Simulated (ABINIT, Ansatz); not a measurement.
# Converging GW for La2O3 (P-3m1) in ABINIT, part 2 of 2

Wanted: a converged G0W0 gap of La2O3 (P-3m1), or an estimate of the limit.

ABINIT 10.8.3; PBE and many-body steps on it, plane waves. Known limits of the many-body steps: not at the basis limit; no spin-orbit coupling; coarse k mesh.

So far. Step 3 (Screening, 3×3×2 mesh, 71 bands, screening to 95.2 eV): Local fields lower ε∞ by 7 %. On a Γ-centred mesh this coarse the value itself is usually too large, while a short band sum pulls it down. Step 4 (71 bands, 95.2 eV): The gap on the mesh goes from 3.94 eV to 5.22 eV, a correction of +1.28 eV.

## Step 6: 186 bands, 176.9 eV

This step: G0W0 on PBE, plane waves, norm-conserving pseudopotentials.

The input, run.abi:

```
acell 3*1.0 Angstrom
rprim 
  3.930777878010 -0.000000000002 0.000000000000
  -1.965388939003 3.404153498992 0.000000000000
  0.000000000000 0.000000000000 6.111953520000
ntypat 2
znucl 57 8
natom 5
typat 1 1 2 2 2
xred 
  0.666666666667 0.333333333333 0.753764320000
  0.333333333333 0.666666666667 0.246235680000
  0.666666666667 0.333333333333 0.354109350000
  0.333333333333 0.666666666667 0.645890650000
  -0.000000000000 -0.000000000000 0.000000000000
pp_dirpath "pseudos"
pseudos "La.upf, O.upf"
ecut 50
ngkpt 3 3 2
nshiftk 1
shiftk 0 0 0
kptopt 1
chksymbreak 0
istwfk *1
occopt 1
irdwfk 1
optdriver 4
nband 186
gwcalctyp 0
ecutsigx 50
symsigma 1
nkptgw 3
kptgw 
  0.3333333333 0.0000000000 0.5000000000
  0.3333333333 0.3333333333 0.0000000000
  0.0000000000 0.0000000000 0.0000000000
bdgw 
  19 22
  19 23
  18 23
ecuteps 6.5
irdscr 1
ppmodel 1
indata_prefix "in"
outdata_prefix "out"
tmpdata_prefix "tmp"
```

Run with:

```
> OMP_NUM_THREADS=1 mpirun -n 8 abinit run.abi > log
```

Numbers of over 12 decimals in the logs are rounded to 6 here.

Output:

```text
.Version 10.8.3 of ABINIT. v10.8.2 released Aug 2026.

 Symmetries : space group P-3 m 1 (#164); Bravais hP (primitive hexag.)
[... echo of the input left out ...]
== DATASET  1 ==================================================================
-   mpi_nproc: 8, omp_nthreads: 1 (-1 if OMP is not activated)

--- !DatasetInfo
iteration_state: {dtset: 1, }
dimensions: {natom: 5, nkpt: 6, mband: 186, nsppol: 1, nspinor: 1, nspden: 1, mpw: 9367, }
cutoff_energies: {ecut:  50.0, pawecutdg:  -1.0, }
electrons: {nelect:   4.00000000E+01, charge:   0.00000000E+00, occopt:   1.00000000E+00, tsmear:   1.00000000E-02, }

 SIGMA: Calculation of the GW corrections

 Based on a program developped by R.W. Godby, V. Olevano, G. Onida, and L. Reining.
 Incorporated in ABINIT by V. Olevano, G.-M. Rignanese, and M. Torrent.
.Using double precision arithmetic ; gwpc =  8

[... cell and pseudopotentials left out ...]
--------------------------------------------------------------------------------

 ==== K-mesh for the wavefunctions ====
 Number of points in the irreducible wedge :     6
[... list of points left out ...]
 Together with 12 symmetry operations and time-reversal symmetry
 yields    18 points in the full Brillouin Zone.

 ==== Q-mesh for screening function ====
 Number of points in the irreducible wedge :     6
[... list of points left out ...]
 Together with 12 symmetry operations and time-reversal symmetry
 yields    18 points in the full Brillouin Zone.

 vcoul_init : cutoff-mode = AUXILIARY_FUNCTION
 q-points for optical limit:   1
     1)      0.000010    0.000020    0.000030
 setmesh: FFT mesh size selected  =    45x   45x   75
          total number of points  =       151875

 Number of electrons calculated from density =   40.0000; Expected =   40.0000
[...]
number of plane-waves for wavefunctions          9367
 number of bands                                   186
 number of q-points in IBZ                           6
 number of frequencies                               2
 number of real frequencies                          1
 number of imag frequencies                          1

 matrix elements of self-energy operator (all in [eV])

 Perturbative Calculation

--- !SelfEnergy_ee
iteration_state: {dtset: 1, }
kpoint     : [   0.333,    0.000,    0.500, ]
spin       : 1
KS_gap     :    4.466
QP_gap     :    6.867
Delta_QP_KS:    2.402
data: !SigmaeeData |
     Band     E0 <VxcDFT>   SigX SigC(E0)      Z dSigC/dE  Sig(E)    E-E0       E
       19   5.682 -18.475 -23.105   4.350   0.770  -0.299 -18.691  -0.215   5.467
       20   5.935 -18.990 -23.520   4.301   0.771  -0.297 -19.166  -0.177   5.758
       21  10.400 -13.777  -5.562  -5.454   0.806  -0.241 -11.552   2.225  12.625
[...]
--- !SelfEnergy_ee
iteration_state: {dtset: 1, }
kpoint     : [   0.333,    0.333,    0.000, ]
spin       : 1
KS_gap     :    3.982
QP_gap     :    5.144
Delta_QP_KS:    1.162
data: !SigmaeeData |
     Band     E0 <VxcDFT>   SigX SigC(E0)      Z dSigC/dE  Sig(E)    E-E0       E
[...]
--- !SelfEnergy_ee
iteration_state: {dtset: 1, }
kpoint     : [   0.000,    0.000,    0.000, ]
spin       : 1
KS_gap     :    4.412
QP_gap     :    6.510
Delta_QP_KS:    2.097
data: !SigmaeeData |
     Band     E0 <VxcDFT>   SigX SigC(E0)      Z dSigC/dE  Sig(E)    E-E0       E
[...]
22  10.583 -12.686  -4.857  -5.539   0.813  -0.230 -10.825   1.862  12.444
       23  10.583 -12.686  -4.857  -5.539   0.813  -0.230 -10.825   1.862  12.444

== END DATASET(S) ==============================================================
================================================================================

 -outvars: echo values of variables after computation  --------
           etotal      0.0000000000E+00
            nband         186
             nkpt           6
          spgroup         164
 [... the other variables as echoed above ...]

 Calculation completed.
```

Wall time 18 s (8 MPI ranks of AMD EPYC 9R45, shared host); peak memory 2.3 GiB.

This step gave:

* G0W0 gap on the points computed: 5.084 eV
* starting gap on the mesh: 3.940 eV
* k of the valence top: 0.3333, 0, 0.5
* k of the conduction bottom: 0.3333, 0.3333, 0
* Z at the valence top: 0.771
* Z at the conduction bottom: 0.827
* least direct G0W0 gap on the computed points: 5.144 eV

Against G0W0 in ABINIT (3×3×2 mesh, 71 bands, screening to 95.2 eV, Godby-Needs plasmon pole), the gap moves by −0.136 eV.

## Step 7: Screening, 3×3×2 mesh, 429 bands, screening to 272.1 eV

This step: RPA screening on PBE, plane waves, norm-conserving pseudopotentials.

run.abi: that of step 6 with these lines changed.

```diff
@@ -26,19 +26,8 @@
 irdwfk 1
-optdriver 4
-nband 186
-gwcalctyp 0
-ecutsigx 50
-symsigma 1
-nkptgw 3
-kptgw 
-  0.3333333333 0.0000000000 0.5000000000
-  0.3333333333 0.3333333333 0.0000000000
-  0.0000000000 0.0000000000 0.0000000000
-bdgw 
-  19 22
-  19 23
-  18 23
-ecuteps 6.5
-irdscr 1
-ppmodel 1
+optdriver 3
+nband 429
+ecuteps 10
+inclvkb 2
+awtr 1
+symchi 1
 indata_prefix "in"
```

Output:

```text
.Version 10.8.3 of ABINIT. v10.8.2 released Aug 2026.

 Symmetries : space group P-3 m 1 (#164); Bravais hP (primitive hexag.)
[... echo of the input left out ...]
== DATASET  1 ==================================================================
-   mpi_nproc: 8, omp_nthreads: 1 (-1 if OMP is not activated)

--- !DatasetInfo
iteration_state: {dtset: 1, }
dimensions: {natom: 5, nkpt: 6, mband: 429, nsppol: 1, nspinor: 1, nspden: 1, mpw: 9367, }
cutoff_energies: {ecut:  50.0, pawecutdg:  -1.0, }
[...]
--------------------------------------------------------------------------------
[... chi0 elements left out ...]
 For q-point:  0.000010 0.000020 0.000030
  dielectric constant =   4.5534
  dielectric constant without local fields =   4.9577

  Average fulfillment of the sum rule on Im[epsilon] for q-point    1 :     91.92  [%]
[... wings left out ...]
  q-point number  2        q = ( 0.333333, 0.000000, 0.000000) [r.l.u.]
--------------------------------------------------------------------------------
[... chi0 elements left out ...]
  Average fulfillment of the sum rule on Im[epsilon] for q-point    2 :     94.50  [%]

 [... 4 further q-points ...]
```

Elapsed: 65 s, on 8 MPI ranks; peak memory 4.5 GiB.

Numbers from this step:

- ε∞ with local fields, on this mesh, along the program's q direction: 4.553
- the same without local fields: 4.958
- plasma frequency: 25.97 eV
- plane waves in the screening matrix: 845

## Step 8: 429 bands, 272.1 eV

This step: G0W0 on PBE, plane waves, norm-conserving pseudopotentials.

run.abi: that of step 7 with these lines changed.

```diff
@@ -26,8 +26,19 @@
 irdwfk 1
-optdriver 3
+optdriver 4
 nband 429
+gwcalctyp 0
+ecutsigx 50
+symsigma 1
+nkptgw 3
+kptgw 
+  0.3333333333 0.0000000000 0.5000000000
+  0.3333333333 0.3333333333 0.0000000000
+  0.0000000000 0.0000000000 0.0000000000
+bdgw 
+  19 22
+  19 23
+  18 23
 ecuteps 10
-inclvkb 2
-awtr 1
-symchi 1
+irdscr 1
+ppmodel 1
 indata_prefix "in"
```

Output:

```text
.Version 10.8.3 of ABINIT. v10.8.2 released Aug 2026.

 Symmetries : space group P-3 m 1 (#164); Bravais hP (primitive hexag.)
[... echo of the input left out ...]
== DATASET  1 ==================================================================
-   mpi_nproc: 8, omp_nthreads: 1 (-1 if OMP is not activated)

--- !DatasetInfo
iteration_state: {dtset: 1, }
dimensions: {natom: 5, nkpt: 6, mband: 429, nsppol: 1, nspinor: 1, nspden: 1, mpw: 9367, }
cutoff_energies: {ecut:  50.0, pawecutdg:  -1.0, }
[...]
Band     E0 <VxcDFT>   SigX SigC(E0)      Z dSigC/dE  Sig(E)    E-E0       E
[...]
22  10.583 -12.686  -4.857  -5.855   0.811  -0.234 -11.086   1.601  12.183
       23  10.583 -12.686  -4.857  -5.855   0.811  -0.234 -11.086   1.601  12.183

== END DATASET(S) ==============================================================
================================================================================

 -outvars: echo values of variables after computation  --------
           etotal      0.0000000000E+00
            nband         429
             nkpt           6
          spgroup         164
 [... the other variables as echoed above ...]

 Calculation completed.
```

Run time: 2.1 min. Hardware: 8 MPI ranks; peak memory 5.3 GiB; 17 min of CPU time.

Numbers from this step:

```yaml
g0w0_gap_on_the_points_computed: 5.146 eV
starting_gap_on_the_mesh: 3.940 eV
k_of_the_valence_top: 0.3333, 0, 0.5
k_of_the_conduction_bottom: 0.3333, 0.3333, 0
least_direct_g0w0_gap_on_the_computed_points: 5.224 eV
```

Against G0W0 in ABINIT (3×3×2 mesh, 186 bands, screening to 176.9 eV, Godby-Needs plasmon pole), the gap moves by +0.062 eV.

## Step 9: Side by side

Times are wall times on 8 MPI ranks of AMD EPYC 9R45, shared host, good to a factor of about two. A run's time includes the screening step that it read.

| run | mesh | bands | screening cutoff (eV) | DFT gap (eV) | gap on the mesh (eV) | direct (eV) | ε∞ used | time |
| --- | --- | --- | --- | --- | --- | --- | --- | --- |
| 71 bands, 95.2 eV | 3×3×2 | 71 | 95.2 | 3.940 | 5.220 | 5.236 | 4.57 | 11 s |
| 186 bands, 176.9 eV | 3×3×2 | 186 | 176.9 | 3.940 | 5.084 | 5.144 | 4.56 | 37 s |
| 429 bands, 272.1 eV | 3×3×2 | 429 | 272.1 | 3.940 | 5.146 | 5.224 | 4.55 | 3.2 min |

## Step 10: Outcome

```yaml
71_bands_95p2_ev: 5.220 eV
186_bands_176p9_ev: 5.084 eV
429_bands_272p1_ev: 5.146 eV
known_limits: not at the basis limit; no spin-orbit coupling; coarse k mesh
```

**Reading.** From the first rung to the last the gap moves by −0.07 eV for 18 times the time. The gap turns back along the series, so no limit is drawn from it. In the G0W0 runs levels were corrected at 3 k points alone, so a gap called «on the mesh» is the least over those, and an edge elsewhere would be missed. A denser mesh or path gives a starting gap of 3.85 eV: the GW mesh misses a band edge, so its gaps are not the fundamental one. The 3×3×2 mesh is coarse for this cell, which bears on the long-range parts of exchange and screening. The many-body steps are scalar-relativistic: spin-orbit coupling is not in them.

[Paths, hosts, dates, memory and timing lines, banners, echoed tables and standing remarks are left out of the program output.]

[Logs are printed without paths, hosts, clocks, repeated set-up lines and the standing remarks that a program may print on its own settings, such as how far it seeks lower states.]

[Runs of the session that timed out or met a known fault of the program may be left out.]

[Hosts, paths, dates, database ids (printed as entryN), source tags and the programs' standing remarks are cut or masked in the printed files.]

[G0W0 gaps are taken among the corrected bands and points alone; a level outside them can change the order at an edge.]

[Where Ansatz stands beside ABINIT at settings called matched, ABINIT's density can come from a denser mesh and the files from another edition; pairs whose starting gaps differed by over 0.03 eV were left out, so agreement reads better than it is.]
